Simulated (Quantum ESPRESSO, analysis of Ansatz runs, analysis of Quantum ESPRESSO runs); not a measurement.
## Reproducing a measured local vibrational mode: vacancy with two H in Ge (Quantum ESPRESSO)

Aim: the local vibrational mode of the vacancy with two H in Ge, to be set beside the measurement. Set-up: PBEsol, GBRV 1.5 PBEsol, 32-site cell, PBEsol lattice, k: the single point 1/4 1/4 1/4. The model is a cell of 32 host atoms with 1 Ge taken out and 2 H put in. The frequencies come from force constants among the defect atom and its neighbours, with the masses of the isotopes named. A local or semilocal functional is the cheapest first rung.

What was measured. Upper Ge-H stretch: 1992.6 cm⁻¹ at 9 K, by FTIR absorption, uniaxial stress, isotope substitution (“Hydrogen-Related Defects in Proton-Implanted Silicon and Germanium: An Infrared Absorption Spectroscopy Study”, 1998, Michael Budde, 1998 (PhD thesis, University of Aarhus)). Lower Ge-H stretch: 1979.5 cm⁻¹ at 9 K, by FTIR absorption, uniaxial stress, isotope substitution (“Hydrogen-Related Defects in Proton-Implanted Silicon and Germanium: An Infrared Absorption Spectroscopy Study”, 1998, Michael Budde, 1998 (PhD thesis, University of Aarhus)).

Main program and level: Quantum ESPRESSO 7.5; Quantum ESPRESSO plane-wave DFT, PBEsol, GBRV 1.5 PBEsol potentials; relaxation of all atoms of a defect supercell.

## (1) The starting structure

The cell holds 33 atoms: 31 Ge and 2 H. Its edges and angles: a = 9.821 Å, b = 9.821 Å, c = 9.821 Å, α = 109.5°, β = 109.5°, γ = 109.5°. It derives from Ge (space group Fd-3m). Nearest the centre at fractional (0.500, 0.500, 0.500): H33 at 0.91 Å, H32 at 0.92 Å, Ge25 at 2.45 Å, Ge31 at 2.45 Å, Ge22 at 2.47 Å, Ge26 at 2.47 Å, Ge8 at 3.99 Å, Ge13 at 3.99 Å.

The host's primitive cell comes from a first run (Quantum ESPRESSO plane-wave DFT, PBEsol, GBRV 1.5 PBEsol potentials; relaxation of cell and atoms of a defect-free cell): vectors of 4.009, 4.009 and 4.009 Å. That is 22.79 Å³ an atom, 0.7 % over the diffraction cell's volume. The supercell is built on it.

## (2) Relaxation, charge 0

Every later number rests on the structure around the defect, so the atoms are relaxed at the host's lattice first.

pw.in reads:

```
&CONTROL
  calculation = 'relax'
  prefix = 'pwscf'
  outdir = './tmp'
  pseudo_dir = './pseudo'
  tprnfor = .true.
  disk_io = 'low'
  nstep = 70
  forc_conv_thr = 0.00039
  etot_conv_thr = 0.0001
/
&SYSTEM
  ibrav = 0
  nat = 33
  ntyp = 2
  ecutwfc = 45
  ecutrho = 360
  nbnd = 222
  occupations = 'smearing'
  smearing = 'fd'
  degauss = 0.00073499
  nosym = .true.
/
&ELECTRONS
  conv_thr = 3d-08
  electron_maxstep = 100
  mixing_beta = 0.5
/
&IONS
  ion_dynamics = 'bfgs'
/
ATOMIC_SPECIES
Ge    72.6300 ge_pbesol_v1.4.uspp.F.UPF
H      1.0080 h_pbesol_v1.4.uspp.F.UPF
CELL_PARAMETERS angstrom
  -5.6701286820    5.6701286820    5.6701286820
   5.6701286820   -5.6701286820    5.6701286820
   5.6701286820    5.6701286820   -5.6701286820
ATOMIC_POSITIONS crystal
Ge    -0.0012435597   -0.0024157407    0.4982747507
Ge     0.0014451261    0.2496314588    0.2516614325
Ge    -0.0011777651    0.4998575420    0.0013049974
Ge     0.0005222873    0.7508152945    0.7523674124
Ge     0.2494784814   -0.0003575782    0.2516963211
Ge     0.2486914535    0.2506954465   -0.0013817891
Ge     0.2506165675    0.5017621617    0.7522123619
Ge     0.2517425377    0.7496758132    0.4995494394
Ge     0.5016750391    0.0023179300    0.0019042033
Ge     0.5018964624    0.2518108327    0.7522788669
Ge     0.5021927752    0.7502398092    0.2513488857
Ge     0.7515029632    0.0020930092    0.7501781096
Ge     0.7496103019    0.2516027053    0.5014877368
Ge     0.7487960921    0.4987367689    0.2475066274
Ge     0.7498012504    0.7511542143   -0.0013319571
Ge     0.0006314980    0.0024039605    0.2509396585
Ge     0.0005591909    0.2523255454    0.0004947733
Ge    -0.0001938365    0.5011255451    0.7519820244
Ge     0.0002738824    0.7491011795    0.4980186756
Ge     0.2498812130    0.0001511659   -0.0020136487
Ge     0.2520786978    0.2521516726    0.7510017931
Ge     0.2484813174    0.4983826571    0.5003529471
Ge     0.2510371883    0.7522090766    0.2501387952
Ge     0.4983297434    0.0000707099    0.7507150048
Ge     0.5014966540    0.2520808520    0.5022295812
Ge     0.5002699404    0.4994019298    0.2479877417
Ge     0.5023177242    0.7513450891    0.0004894168
Ge     0.7502527915   -0.0019153865    0.5000773959
Ge     0.7490687900    0.2514749038    0.2497101670
Ge     0.7516049667    0.4991589013    0.0000852390
Ge     0.7482234999    0.7505652992    0.7491898642
H      0.4052859631    0.4977565066    0.4991818084
H      0.4990448482    0.4062243700    0.4975400160
K_POINTS crystal
1
0.25 0.25 0.25 1.0
```

Run with:

```bash
$ OMP_NUM_THREADS=1 mpirun -n 8 pw.x -in pw.in > pw.out
```

The log of the run:

```text
This program is part of the open-source Quantum ESPRESSO suite
     for quantum simulation of materials; please cite
         "P. Giannozzi et al., J. Phys.:Condens. Matter 21 395502 (2009);
         "P. Giannozzi et al., J. Phys.:Condens. Matter 29 465901 (2017);
         "P. Giannozzi et al., J. Chem. Phys. 152 154105 (2020);
          URL
     in publications or presentations arising from this work. More details at

     Subspace diagonalization in iterative solution of the eigenvalue problem:
     one sub-group per band group will be used
     scalapack distributed-memory algorithm (size of sub-group:  2*  2 procs)

     --------------------
     sticks:   dense  smooth     PW     G-vecs:    dense   smooth      PW
     Min        1162     580    156                70951    25076    3497
     Max        1163     581    157                70953    25079    3498
     Sum        9299    4645   1255               567613   200613   27979

     Using Slab Decomposition

     bravais-lattice index     =            0
     lattice parameter (alat)  =      18.5589  a.u.
     unit-cell volume          =    4920.7957 (a.u.)^3
     number of atoms/cell      =           33
     number of atomic types    =            2
     number of electrons       =       436.00
     number of Kohn-Sham states=          222
     kinetic-energy cutoff     =      45.0000  Ry
     charge density cutoff     =     360.0000  Ry
     scf convergence threshold =      3.0E-08
     mixing beta               =       0.5000
     number of iterations used =            8  plain     mixing
     energy convergence thresh.=      1.0E-04
     force convergence thresh. =      3.9E-04
     Exchange-correlation= SLA  PW   PSX  PSC
                           (   1   4  10   8   0   0   0)
     nstep                     =           70

     celldm(1)=  18.558908  celldm(2)=   0.000000  celldm(3)=   0.000000
     celldm(4)=   0.000000  celldm(5)=   0.000000  celldm(6)=   0.000000

     crystal axes: (cart. coord. in units of alat)
               a(1) = (  -0.577350   0.577350   0.577350 )
               a(2) = (   0.577350  -0.577350   0.577350 )
               a(3) = (   0.577350   0.577350  -0.577350 )

     reciprocal axes: (cart. coord. in units 2 pi/alat)
               b(1) = ( -0.000000  0.866025  0.866025 )
               b(2) = (  0.866025 -0.000000  0.866025 )
               b(3) = (  0.866025  0.866025  0.000000 )

     PseudoPot. # 1 for Ge read from file:
     ge_pbesol_v1.4.uspp.F.UPF
     Pseudo is Ultrasoft + core correction, Zval = 14.0
     Generated by new atomic code, or converted to UPF format
     Using radial grid of  873 points,  6 beta functions with:
                l(1) =   0
                l(2) =   0
                l(3) =   1
                l(4) =   1
                l(5) =   2
                l(6) =   2
     Q(r) pseudized with  8 coefficients,  rinner =    1.400   1.400   1.400
                                                       1.400   1.400

     PseudoPot. # 2 for H  read from file:
     h_pbesol_v1.4.uspp.F.UPF
     Pseudo is Ultrasoft, Zval =  1.0
     Generated by new atomic code, or converted to UPF format
     Using radial grid of  615 points,  2 beta functions with:
                l(1) =   0
                l(2) =   0
     Q(r) pseudized with  8 coefficients,  rinner =    0.700

     atomic species   valence    mass     pseudopotential
     Ge               14.00    72.63000     Ge( 1.00)
     H                 1.00     1.00800     H ( 1.00)

     No symmetry found

   Cartesian axes

     site n.     atom                  positions (alat units)
         1        Ge     tau(   1) = (   0.2870023   0.2883558  -0.2897918  )
         2        Ge     tau(   2) = (   0.2885872   0.0020063  -0.0003377  )
         3        Ge     tau(   3) = (   0.2900263  -0.2885194   0.2871595  )
         4        Ge     tau(   4) = (   0.8675614   0.0011977  -0.0005946  )
         5        Ge     tau(   5) = (   0.0010740   0.2895599  -0.0014869  )
         6        Ge     tau(   6) = (   0.0003592  -0.0019548   0.2891189  )
         7        Ge     tau(   7) = (   0.5792890   0.2892910   0.0000961  )
         8        Ge     tau(   8) = (   0.5758969   0.0009331   0.2897542  )
         9        Ge     tau(   9) = (  -0.2872046   0.2894034   0.2898811  )
        10        Ge     tau(  10) = (   0.2899414   0.5787154   0.0008247  )
        11        Ge     tau(  11) = (   0.2883264   0.0019063   0.5779759  )
        12        Ge     tau(  12) = (   0.0004435   0.8657876   0.0019733  )
        13        Ge     tau(  13) = (   0.0020093   0.5770589   0.2885165  )
        14        Ge     tau(  14) = (  -0.0014738   0.2872698   0.5773654  )
        15        Ge     tau(  15) = (   0.0000121  -0.0015501   0.8673460  )
        16        Ge     tau(  16) = (   0.1459034   0.1438567  -0.1431276  )
[...]
24        Ge     tau(  24) = (   0.1457555   0.7210955  -0.1456739  )
        25        Ge     tau(  25) = (   0.1459621   0.4339627   0.1451158  )
        26        Ge     tau(  26) = (   0.1426746   0.1436769   0.4339850  )
        27        Ge     tau(  27) = (   0.1440586  -0.1434935   0.7235200  )
        28        Ge     tau(  28) = (  -0.1455447   0.7229843   0.1433330  )
        29        Ge     tau(  29) = (  -0.1431157   0.4314562   0.4334939  )
        30        Ge     tau(  30) = (  -0.1457006   0.1457990   0.7220796  )
        31        Ge     tau(  31) = (   0.4338970   0.4311929   0.4327811  )
        32        H      tau(  32) = (   0.3415906   0.2348149   0.2331691  )
        33        H      tau(  33) = (   0.2336649   0.3408448   0.2354026  )

     number of k points=     1  Fermi-Dirac smearing, width (Ry)=  0.0007
                       cart. coord. in units 2pi/alat
        k(    1) = (   0.4330127   0.4330127   0.4330127), wk =   2.0000000

     Dense  grid:   567613 G-vectors     FFT dimensions: ( 120, 120, 120)

     Smooth grid:   200613 G-vectors     FFT dimensions: (  80,  80,  80)

     Initial potential from superposition of free atoms

     starting charge     435.9749, renormalised to     436.0000
     Starting wfcs are  281 randomized atomic wfcs

     Self-consistent Calculation

     iteration #  1     ecut=    45.00 Ry     beta= 0.50
     Davidson diagonalization with overlap
     ethr =  1.00E-02,  avg # of iterations =  2.0

     Threshold (ethr) on eigenvalues was too large:
     Diagonalizing with lowered threshold

     Davidson diagonalization with overlap
     ethr =  1.39E-04,  avg # of iterations =  2.0

     total energy              =   -6610.79582634 Ry
[...]
atom    4 type  1   force =     0.00004988   -0.00005328    0.00001871
     atom    5 type  1   force =    -0.00021640    0.00009136   -0.00016921
     atom    6 type  1   force =    -0.00051028   -0.00009795    0.00004459
     atom    7 type  1   force =     0.00018243   -0.00002300    0.00007575
     atom    8 type  1   force =     0.00025972   -0.00007876    0.00020717
     atom    9 type  1   force =     0.00011197   -0.00004663   -0.00005270
     atom   10 type  1   force =     0.00004159    0.00019930   -0.00012141
     atom   11 type  1   force =     0.00004085   -0.00015277    0.00015040
     atom   12 type  1   force =     0.00003040   -0.00004363    0.00008505
     atom   13 type  1   force =    -0.00004714    0.00016705    0.00018584
     atom   14 type  1   force =    -0.00011448   -0.00006588    0.00007869
     atom   15 type  1   force =     0.00029669    0.00032042    0.00002125
     atom   16 type  1   force =     0.00005745    0.00003722    0.00020043
[...]
Total force =     0.001434     Total SCF correction =     0.000097
     Energy error            =      4.3E-06 Ry
     Gradient error          =      5.1E-04 Ry/Bohr

     number of scf cycles    =  30
     number of bfgs steps    =  29

     energy             old  =   -6610.8164515429 Ry
     energy             new  =   -6610.8164558288 Ry

     CASE: energy            _new < energy            _old

     new trust radius        =       0.0042381260 bohr
     new conv_thr            =       0.0000000003 Ry

ATOMIC_POSITIONS (crystal)
Ge               0.0006997467        0.0009157199        0.5001918864
Ge              -0.0061101510        0.2471136810        0.2464788859
Ge               0.0006043557        0.5008400405        0.0002741021
Ge               0.0013701365        0.7538075524        0.7491923494
Ge               0.2469264026       -0.0058042745        0.2465023184
Ge               0.2623282320        0.2625981848        0.0183839960
Ge               0.2476786014        0.5009278556        0.7540069392
Ge               0.2522704752        0.7539801900        0.5002474995
Ge               0.5005532817        0.0007782649        0.0002148001
Ge               0.5006661406        0.2479735234        0.7539566068
Ge               0.5046605534        0.7527718202        0.2513027757
Ge               0.7535882773        0.0016487849        0.7492224475
Ge               0.7538316010        0.2524187355        0.5002568250
Ge               0.7525089416        0.5049008969        0.2513279305
Ge               0.7442157735        0.7444377971       -0.0180588800
Ge              -0.0020371202       -0.0018320806        0.2454604140
[...]
NEW-OLD atomic charge density approx. for the potential

     Self-consistent Calculation

     iteration #  1     ecut=    45.00 Ry     beta= 0.50
     Davidson diagonalization with overlap
     ethr =  1.00E-06,  avg # of iterations =  2.0

     Threshold (ethr) on eigenvalues was too large:
     Diagonalizing with lowered threshold

     Davidson diagonalization with overlap
     ethr =  2.53E-10,  avg # of iterations =  6.0

     total energy              =   -6610.81645942 Ry
     estimated scf accuracy    <       0.00000138 Ry

     iteration #  2     ecut=    45.00 Ry     beta= 0.50
     Davidson diagonalization with overlap
     ethr =  3.16E-10,  avg # of iterations =  3.0

     total energy              =   -6610.81645944 Ry
     estimated scf accuracy    <       0.00000063 Ry

     iteration #  3     ecut=    45.00 Ry     beta= 0.50
     Davidson diagonalization with overlap
     ethr =  1.44E-10,  avg # of iterations =  4.0

     total energy              =   -6610.81645951 Ry
     estimated scf accuracy    <       0.00000052 Ry

     iteration #  4     ecut=    45.00 Ry     beta= 0.50
     Davidson diagonalization with overlap
     ethr =  1.18E-10,  avg # of iterations =  3.0

     total energy              =   -6610.81645958 Ry
     estimated scf accuracy    <       0.00000011 Ry

     iteration #  5     ecut=    45.00 Ry     beta= 0.50
     Davidson diagonalization with overlap
     ethr =  2.62E-11,  avg # of iterations =  3.0

     total energy              =   -6610.81645959 Ry
     estimated scf accuracy    <          6.3E-09 Ry

     iteration #  6     ecut=    45.00 Ry     beta= 0.50
     Davidson diagonalization with overlap
     ethr =  1.44E-12,  avg # of iterations =  4.0

     total energy              =   -6610.81645960 Ry
     estimated scf accuracy    <          1.2E-09 Ry

     iteration #  7     ecut=    45.00 Ry     beta= 0.50
     Davidson diagonalization with overlap
     ethr =  2.70E-13,  avg # of iterations =  4.0

     End of self-consistent calculation

          k = 0.4330 0.4330 0.4330 ( 25096 PWs)   bands (ev):

[...]
-16.5031 -16.4873 -16.4862  -4.1066  -4.0612  -4.0404  -3.8156  -2.4197
    -2.3720  -2.3579  -2.3473  -2.3414  -2.3033  -2.2981  -2.2718  -2.2606
    -2.2554  -2.1577  -1.2930   0.4179   0.4998   0.5162   0.5339   0.5379
     0.5741   0.5753   0.6023   0.6056   0.6263   0.8710   1.9544   3.1593
     3.2261   3.2948   3.6369   4.0606   4.1663   4.1972   4.2082   4.2085
     4.2289   4.2429   4.2914   4.2929   4.3517   4.6197   4.7548   5.3852
     5.4693   5.5260   5.5400   5.5508   5.5672   5.5690   5.5888   5.6154
     5.6278   6.0854   6.2546   6.8756   7.0190   7.0404   7.0798   7.0936
     7.1090   7.4048   7.9566   8.5535   8.6086   8.6565

     the Fermi energy is     7.6476 ev

!    total energy              =   -6610.81645960 Ry
     estimated scf accuracy    <          2.7E-10 Ry
     smearing contrib. (-TS)   =      -0.00000000 Ry
     internal energy E=F+TS    =   -6610.81645960 Ry

     The total energy is F=E-TS. E is the sum of the following terms:
     one-electron contribution =   -4424.83993948 Ry
     hartree contribution      =    2605.69676211 Ry
     xc contribution           =   -1788.00305018 Ry
     ewald contribution        =   -3003.67023204 Ry

     convergence has been achieved in   7 iterations

     Forces acting on atoms (cartesian axes, Ry/au):

[...]
atom   26 type  1   force =     0.00006760    0.00004808    0.00014360
     atom   27 type  1   force =    -0.00001947    0.00001758   -0.00007550
     atom   28 type  1   force =    -0.00008345    0.00011345   -0.00009678
     atom   29 type  1   force =     0.00001887   -0.00006869   -0.00020248
     atom   30 type  1   force =    -0.00016170    0.00015700    0.00000709
     atom   31 type  1   force =     0.00000173   -0.00004760    0.00020458
     atom   32 type  2   force =    -0.00011053    0.00012649   -0.00019543
     atom   33 type  2   force =     0.00019479   -0.00012253   -0.00020844

     Total force =     0.001302     Total SCF correction =     0.000100
     Energy error            =      3.8E-06 Ry
     Gradient error          =      3.5E-04 Ry/Bohr

     bfgs converged in  31 scf cycles and  30 bfgs steps
     (criteria: energy <  1.0E-04 Ry, force <  3.9E-04 Ry/Bohr)

     End of BFGS Geometry Optimization

     Final energy             =   -6610.8164595952 Ry

     File ./tmp/pwscf.bfgs deleted, as requested
Begin final coordinates

ATOMIC_POSITIONS (crystal)
[...]
Ge               0.5179896324        0.5182505659        0.2786845708
Ge               0.5015622278        0.7508108619       -0.0026310843
Ge               0.7530799115        0.0053680694        0.5002820831
Ge               0.7480899628        0.2516683270        0.2483201374
Ge               0.7505375285        0.5018144005       -0.0026043138
Ge               0.7392323966        0.7394807696        0.7213985651
H                0.3882545766        0.4986660168        0.5001982962
H                0.4986846611        0.3884733162        0.4999884213
End final coordinates

=------------------------------------------------------------------------------=
   JOB DONE.
=------------------------------------------------------------------------------=
```

The job ended after 19 min (8 MPI ranks of Arm Neoverse V2, shared host; peak memory 3.4 GiB; 2.5 h of CPU time).

(Part 1 of 2 ends here.)

[Logs are printed without paths, hosts, clocks, repeated set-up lines and the standing remarks that a program may print on its own settings, such as how far it seeks lower states.]

[Hosts, paths, dates, database ids (printed as entryN), source tags and the programs' standing remarks are cut or masked in the printed files.]

[For some hosts the program warned that the k-mesh of the response run may be too coarse for force constants and the static dielectric constant; such warnings are not shown here.]
